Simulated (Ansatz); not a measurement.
# Phonons of CdS (Greenockite, P6_3mc) against volume, part 2 of 3

Wanted: Grüneisen parameters and pressure coefficients of the modes of CdS (Greenockite, P6_3mc).

Ansatz 0.2.0; DFT PBE, scalar-relativistic, plane waves, PAW; PAW set soft_1.

So far. Step 3 (Tight relaxation): The largest force component left is 0.21 meV/Å and the pressure is -0.001 GPa, within the tolerances set. The cell now holds 26.04 Å³/atom.

The database entry behind the starting cell differs from later determinations by our own check (about 0.35 % long), so it need not match the best structure at ambient conditions.

### 4. Modes at rest

The modes at rest are the reference of the series, and the response to a field gives the dielectric tensor and the Born charges.

input.yaml

```yaml
crystal:
  lattice:
    - [4.196923235, 0.0, 0.0]
    - [-2.0984616175, 3.6346421392, 0.0]
    - [0.0, 0.0, 6.8293370864]
  atoms:
    - { symbol: S, position: [0.3333333333, 0.6666666667, 0.3757941102] }
    - { symbol: S, position: [0.6666666667, 0.3333333333, 0.8757941102] }
    - { symbol: Cd, position: [0.3333333333, 0.6666666667, -0.0007941102] }
    - { symbol: Cd, position: [0.6666666667, 0.3333333333, 0.4992058898] }
kpoints:
  mp_grid: { grid: [15, 15, 8] }
hamiltonian:
  xc: pbe
  pseudopotentials: { kind: paw, azcp: { folder: soft_1 } }
scf:
  occupations: { method: fixed }
output:
  eigenvalues: true
phonons:
  method: dfpt
  dielectric: true
  rigid_motions: translations
  raman: true
```

On the command line:

```sh
> ansatz run input.yaml --threads 4 --pin off --max-ram 16384MiB --backend cpu --events-out ev --progress --plain --runs-dir out
```

Numbers of over 12 decimals in the logs are rounded to 6 here.

Log:

```text
[...]
Crystal: 4 atoms, lattice volume = 104.177 Å³
Basis set: ecut = 420 eV, 1985 PW (Γ), exchange–correlation on 60×60×96 points (8 copies of the dense FFT grid, shifted against one another)
Bands: 32, of which v1, the nominal top of the filled ones, is band 26 counted from 1 (25 counted from 0)
Symmetry: 12 space group operations
k-points: 488 of 1800 (irreducible under 2 space group operations, time reversal used)
[...]
SCF iter   1: F=—  HF=-18315.951342 eV  |F-HF|=—  |Δ(HF+E_count)|=         —  Δρ=2.82e-2  dr2=7.07e-1  ethr=3.10e-3  ⟨swp⟩=5.0  Hψ=54995  notcnv=0  defer=1912
[...]
SCF iter  10: F=-18315.805700 eV  HF=-18315.805700 eV  |F-HF|=6.91e-11  |Δ(HF+E_count)|=   1.71e-9  Δρ=1.63e-7  dr2=2.76e-11  ethr=1.00e-12  ⟨swp⟩=15.4  Hψ=115320  notcnv=0
SCF 1 converged in 10 iterations: F = -18315.805700 eV  dr2 = 2.76e-11
[...]
NSCF: frozen V_eff on 4 k-points
DFPT response loops at Γ: preconditioner auto → Resta (q_TF=auto, 2.430 Å⁻¹)  ε∞=7.3 (no band partly filled); β = 1.00, the filter's whole step (`scf.mixing.beta` (0.50) is not read by the response loops at its default; to damp them type it under 1.00, their step now; it binds the ground state too); Broyden in place of MSR1
── the response to a field inside a basis, on 16×16×8 k-points: an SCF that follows is theirs, and a resumed run solves both again ──
Bands: 27, of which v1, the nominal top of the filled ones, is band 26 counted from 1 (25 counted from 0)
k-points: 288
[...]
Eigensolver: Dense (288 Hₖ)
SCF iter   1: F=—  HF=-18315.786682 eV  |F-HF|=—  |Δ(HF+E_count)|=         —  Δρ=1.76e-4  dr2=5.27e-6  ethr=1.00e-1
[...]
SCF iter   6: F=-18315.786691 eV  HF=-18315.786691 eV  |F-HF|=1.89e-10  |Δ(HF+E_count)|=   2.45e-9  Δρ=2.24e-7  dr2=8.65e-11  ethr=2.56e-12
SCF 1 converged in 6 iterations: F = -18315.786691 eV  dr2 = 8.65e-11
[...]
WARN: field response: ε∞ stands inside a basis, on 16×16×8 points; the force constants stand on the 15×15×8 k-mesh, whose period is 12.57 times the interband length at k = (0.0000, 0.0000, 0.0000), direct gap 1.111 eV, under 14: take them and everything formed from them as unconverged, and compare with a denser kpoints.mp_grid
SCF converged after 10 iterations
Free energy (F): -18315.805700 eV
[...]
Internal energy: -18315.805700 eV  (E = F + TS)
E sigma→0 (E₀):  -18315.805700 eV
Fermi energy:    6.239830 eV
[...]
--- Band table (eV; the first three rows and the last of 488) ---
  k-point 0: bands = [... 22 lower, 5.5473, 6.2013, 6.2398, 6.2398, 7.3506, 8.9746, 12.7105, 12.7105, ... 2 higher]
  k-point 1: bands = [... 22 lower, 5.5721, 5.8585, 6.2117, 6.2117, 7.6759, 8.9941, 12.7259, 12.7259, ... 2 higher]
  k-point 2: bands = [... 22 lower, 5.6433, 5.6433, 6.1325, 6.1325, 8.2273, 9.0411, 12.5207, 12.7794, ... 2 higher]
  k-point 487: bands = [... 22 lower, 3.9858, 4.1308, 5.1178, 5.2884, 10.2536, 11.0061, 11.5311, 12.2014, ... 2 higher]
--- Phonons (Γ-DFPT): 4 representative perturbations + reference, on 488 of 1800 k-points (Σ response iterations 14) ---
  k mesh reduced under 2 symmetry operations, with k and −k counted as one. Each operation leaves every solved perturbation unchanged. A smaller set is not considered because the run solves the response to a homogeneous field
  ASR residual: 2.210e-5 → 0.000e0 eV/Å²; symmetrization residual: 3.449e-6 eV/Å²
  ASR residual per site (eV/Å²): 2.21e-5 2.21e-5 1.55e-5 1.55e-5
  Γ frequencies (cm⁻¹): 0.00 0.00 0.00 43.38 43.38 128.80 211.57 219.23 219.23 231.44 231.44 280.07
  ε∞ (high-frequency dielectric tensor):
        6.069357    -0.000000     0.000000
       -0.000000     6.069357     0.000000
        0.000000     0.000000     6.153209
  ε⁰ (static dielectric tensor: ions relaxed, cell fixed):
        9.808250    -0.000000     0.000000
       -0.000000     9.808250     0.000000
        0.000000     0.000000    10.496846
  ε⁰ − ε∞ (ionic part):
        3.738893    -0.000000     0.000000
       -0.000000     3.738893     0.000000
        0.000000     0.000000     4.343637
  softest optical mode at Γ: 43.38 cm⁻¹; the repairs (sum rule, projections) moved no ω² at Γ by more than (0.73 cm⁻¹)²
  Born effective charges Z* (e; rows j = field, columns β = displacement):
    site 0:
        -2.17834    0.00000   -0.00000
         0.00000   -2.17834    0.00000
        -0.00000    0.00000   -2.26593
    site 1:
        -2.17834    0.00000   -0.00000
         0.00000   -2.17834   -0.00000
         0.00000   -0.00000   -2.26593
    site 2:
         2.17834   -0.00000   -0.00000
        -0.00000    2.17834    0.00000
        -0.00000    0.00000    2.26593
    site 3:
         2.17834   -0.00000    0.00000
        -0.00000    2.17834   -0.00000
         0.00000   -0.00000    2.26593
  Z* charge neutrality: 2.719e-3 e pre-enforcement
  solved inside a basis spanned on kpoints, on 16×16×8 k-points transformed towards the longest dipole: ε∞ is read to err by 1.9e-2, Z* by 2.2e-2 e (field_mesh: kpoints solves on kpoints); Z* is corrected for what the basis lacks
  Raman tensors (in the event stream and the table raman_tensors.tsv): an entry may err by 1.7e-1 Å², one of the second-order susceptibility by 1.9e0 pm/V (basis, points and sum rule); their sum over the sites missed zero by 1.025e-3 Å² ahead of its enforcement
  optical modes at Γ without the LO–TO term, one row a degenerate level:
      ω (cm⁻¹)  modes    IR ((D/Å)²/amu)  static Raman (Å⁴/amu)  depolarisation
         43.38      2             0.0000                 0.8010           0.750
        128.80      1             0.0000                 0.0000               —
        211.57      1             9.4971                19.5864           0.745
        219.23      2            17.5542                12.1640           0.750
        231.44      2             0.0000                11.7133           0.750
        280.07      1             0.0000                 0.0000               —
  optical modes at Γ + LO–TO along q̂ = [1.0000, 0.0000, 0.0000]:
      ω (cm⁻¹)  modes    IR ((D/Å)²/amu)  static Raman (Å⁴/amu)  depolarisation
         43.38      2             0.0000                 0.8010           0.750
        128.80      1             0.0000                 0.0000               —
        211.57      1             9.4971                19.5864           0.745
        219.23      1             8.7771                 6.0820           0.750
        231.44      2             0.0000                11.7133           0.750
        278.69      1             8.7771                 0.7273           0.750
        280.07      1             0.0000                 0.0000               —
  optical modes at Γ + LO–TO along q̂ = [0.0000, 1.0000, 0.0000]:
      ω (cm⁻¹)  modes    IR ((D/Å)²/amu)  static Raman (Å⁴/amu)  depolarisation
         43.38      2             0.0000                 0.8010           0.750
        128.80      1             0.0000                 0.0000               —
        211.57      1             9.4971                19.5864           0.745
        219.23      1             8.7771                 6.0820           0.750
        231.44      2             0.0000                11.7133           0.750
        278.69      1             8.7771                 0.7273           0.750
        280.07      1             0.0000                 0.0000               —
  optical modes at Γ + LO–TO along q̂ = [0.0000, 0.0000, 1.0000]:
      ω (cm⁻¹)  modes    IR ((D/Å)²/amu)  static Raman (Å⁴/amu)  depolarisation
         43.38      2             0.0000                 0.8010           0.750
        128.80      1             0.0000                 0.0000               —
        219.23      2            17.5542                12.1640           0.750
        231.44      2             0.0000                11.7133           0.750
        276.34      1             9.4971                 1.8124           0.603
        280.07      1             0.0000                 0.0000               —
```

The job ended after 21 min (4 threads of Intel Xeon Platinum 8259CL at 2.50GHz (Skylake/Cascade Lake), shared host; peak memory 5.7 GiB; 81 min of CPU time).

Reading the cycles: dr2 is the Hartree energy of the density residual (eV), the measure of convergence; HF is the Harris–Foulkes estimate of the energy, which meets the free energy F at convergence.

Numbers from this step:

| Property | Result |
| --- | --- |
| sum-rule residual before enforcement | 2.21e-5 eV/Å² |
| miss of the charge sum rule | 0.002719 e |
| estimated error of the dielectric tensor | 0.01932 |
| estimated error of the Born charges | 0.02242 e |
| point group | 6mm |
| highest optical mode at the zone centre (no LO-TO term) | 280.1 cm⁻¹ |
| lowest optical zone-centre mode | 43.38 cm⁻¹ |
| mean high-frequency dielectric constant | 6.097 |
| largest Born charge (third of the trace) | -2.208 e |
| mean static dielectric constant | 10.04 |
| top of the zone-centre spectrum with the field | 280.1 cm⁻¹ |

Without the LO-TO term. Patterns of degenerate modes are one choice out of their space. The modes at Γ (shares of kinetic energy by element, %):

| mode | frequency (cm⁻¹) | symmetry | S % | Cd % |
| --- | --- | --- | --- | --- |
| 1 | 0.0 | acoustic | 22 | 78 |
| 2 | 0.0 | acoustic | 22 | 78 |
| 3 | 0.0 | acoustic | 22 | 78 |
| 4 | 43.4 | E2 | 16 | 84 |
| 5 | 43.4 | E2 | 16 | 84 |
| 6 | 128.8 | B1 | 2 | 98 |
| 7 | 211.6 | A1 | 78 | 22 |
| 8 | 219.2 | E1 | 78 | 22 |
| 9 | 219.2 | E1 | 78 | 22 |
| 10 | 231.4 | E2 | 84 | 16 |
| 11 | 231.4 | E2 | 84 | 16 |
| 12 | 280.1 | B1 | 98 | 2 |

Displacements in mode 5 (43.4 cm⁻¹), the largest set to 1:
```
S1   0.20  0.82  0.00
S2  -0.20 -0.82  0.00
Cd3 -0.24 -1.00  0.00
Cd4  0.24  1.00  0.00
```

Displacements in mode 10 (231.4 cm⁻¹), the largest set to 1:
```
S1   0.07  1.00  0.00
S2  -0.07 -1.00  0.00
Cd3  0.02  0.23  0.00
Cd4 -0.02 -0.23  0.00
```

Optical modes at the zone centre, without and with the macroscopic field of the longitudinal modes; each column is sorted by frequency, so a row need not hold one and the same mode. Modes with and without the field, by row:

| rank among optical modes | no field (cm⁻¹) | q along (1, 0, 0) (cm⁻¹) | q along (0, 0, 1) (cm⁻¹) |
| --- | --- | --- | --- |
| 1 | 43.4 | 43.4 | 43.4 |
| 2 | 43.4 | 43.4 | 43.4 |
| 3 | 128.8 | 128.8 | 128.8 |
| 4 | 211.6 | 211.6 | 219.2 |
| 5 | 219.2 | 219.2 | 219.2 |
| 6 | 219.2 | 231.4 | 231.4 |
| 7 | 231.4 | 231.4 | 231.4 |
| 8 | 231.4 | 278.7 | 276.3 |
| 9 | 280.1 | 280.1 | 280.1 |

Born charge (rows field, columns displacement) (e), principal values of the symmetric part by kind of site:

| atom | atoms with these values | low | middle | high | mean |
| --- | --- | --- | --- | --- | --- |
| S1 | 2 | -2.27 | -2.18 | -2.18 | -2.21 |
| Cd3 | 2 | 2.18 | 2.18 | 2.27 | 2.21 |

In full for S1:

```
-2.18  0.00  0.00
 0.00 -2.18  0.00
 0.00  0.00 -2.27
```

High-frequency dielectric tensor:

```
6.07 0.00 0.00
0.00 6.07 0.00
0.00 0.00 6.15
```

Static dielectric tensor (ions relaxed, fixed cell):

```
 9.81  0.00  0.00
 0.00  9.81  0.00
 0.00  0.00 10.50
```

Transverse modes. Lines of the infrared spectrum (strongest = 100):

| position (cm⁻¹) | label | relative intensity |
| --- | --- | --- |
| 43 | E2 | 0.0 |
| 129 | B1 | 0.0 |
| 212 | A1 | 54 |
| 219 | E1 | 100 |
| 231 | E2 | 0.0 |
| 280 | B1 | 0.0 |

Activity x (w_L - w)^4 (n + 1)/w, 532 nm, 300 K; the tensors are static ones, while 532 nm light lies above the computed direct gap, where resonance would change the heights; modes without the macroscopic field alone. Lines of the Raman spectrum (strongest = 100):

| position (cm⁻¹) | label | relative intensity |
| --- | --- | --- |
| 43 | E2 | 70 |
| 129 | B1 | 0.0 |
| 212 | A1 | 100 |
| 219 | E1 | 59 |
| 231 | E2 | 52 |
| 280 | B1 | 0.0 |

Before it was imposed, the acoustic sum rule was missed by 2.2e-5 eV/Å² and the charge sum rule by 0.0027 e. Small misses are needed for a sound result but don't prove that mesh and cutoff are converged. The lowest optical mode is real, 43.4 cm⁻¹.

The log warns of the k mesh: “the force constants stand on the 15×15×8 k-mesh, whose period is 12.57 times the interband length at k = (0.0000, 0.0000, 0.0000), direct gap 1.111 eV, under 14: take them and everything formed from them as unconverged”. So the frequencies of this run count as unconverged too.

### 5. Relaxation of a member: 1.06 times the volume at rest

The cell is set to 1.06 times the volume at rest, and shape and atoms relax at that volume.

input.yaml

```yaml
crystal:
  lattice:
    - [4.2793869053, 0.0, 0.0]
    - [-2.1396934527, 3.7060577726, 0.0]
    - [0.0, 0.0, 6.9627909987]
  atoms:
    - { symbol: S, position: [0.3333333333, 0.6666666667, 0.3758412048] }
    - { symbol: S, position: [0.6666666667, 0.3333333333, 0.8758412048] }
    - { symbol: Cd, position: [0.3333333333, 0.6666666667, -0.0008412048] }
    - { symbol: Cd, position: [0.6666666667, 0.3333333333, 0.4991587952] }
kpoints:
  mp_grid: { grid: [15, 15, 8] }
hamiltonian:
  xc: pbe
  pseudopotentials: { kind: paw, azcp: { folder: soft_1 } }
scf:
  occupations: { method: gaussian, width: 0.02 }
output:
  forces: true
  stress: true
  eigenvalues: true
relax:
  adjacent_minimum: "off"
  f_tol: 0.001
  max_steps: 60
  cell: { stress_tol: 0.01, fix: [volume] }
```

Log:

```text
[...]
Crystal: 4 atoms, lattice volume = 110.427 Å³
Basis set: ecut = 420 eV, 2177 PW (Γ), exchange–correlation on 60×60×96 points (8 copies of the dense FFT grid, shifted against one another)
Bands: 32, of which v1, the nominal top of the filled ones, is band 26 counted from 1 (25 counted from 0)
Symmetry: 12 space group operations
[...]
--- Relaxed structure (2 steps of the walk, 2 accepted, 1 SCFs on fresh bases) ---
[...]
cell:  # Å, volume = 110.4275 Å³
    - [4.279436, 2.8867839529524047e-11, 0]
    - [-2.139718, 3.706101, 0]
    - [0, 0, 6.962630]
  atoms:
    - { symbol: S, position: [0.333333, 0.666667, 0.375867] }
    - { symbol: S, position: [0.666667, 0.333333, 0.875867] }
    - { symbol: Cd, position: [0.333333, 0.666667, -0.00086686] }
    - { symbol: Cd, position: [0.666667, 0.333333, 0.499133] }
[key lines of the parts left out:]
SCF converged after 5 iterations
Free energy (F): -18315.749790 eV
Fermi energy:    5.977878 eV
P = ⅓ Tr σ = -2.7144 GPa (-27.144 kbar)
```

Elapsed: 27 s, on 4 threads; peak memory 0.7 GiB.

Little changed from the start: no atom moved by 0.005 Å and no cell edge by 0.1 %.

Numbers from this step:

* pressure: -2.714 GPa
* gap on the k-mesh: 0.9719 eV
* volume per atom: 27.61 Å³

The largest force component left is 0.62 meV/Å, at a pressure of -2.71 GPa.

(Continued in part 3 of 3.)

[Logs are printed without paths, hosts, clocks, repeated set-up lines and the standing remarks that a program may print on its own settings, such as how far it seeks lower states.]

[Hosts, paths, dates, database ids (printed as entryN), source tags and the programs' standing remarks are cut or masked in the printed files.]
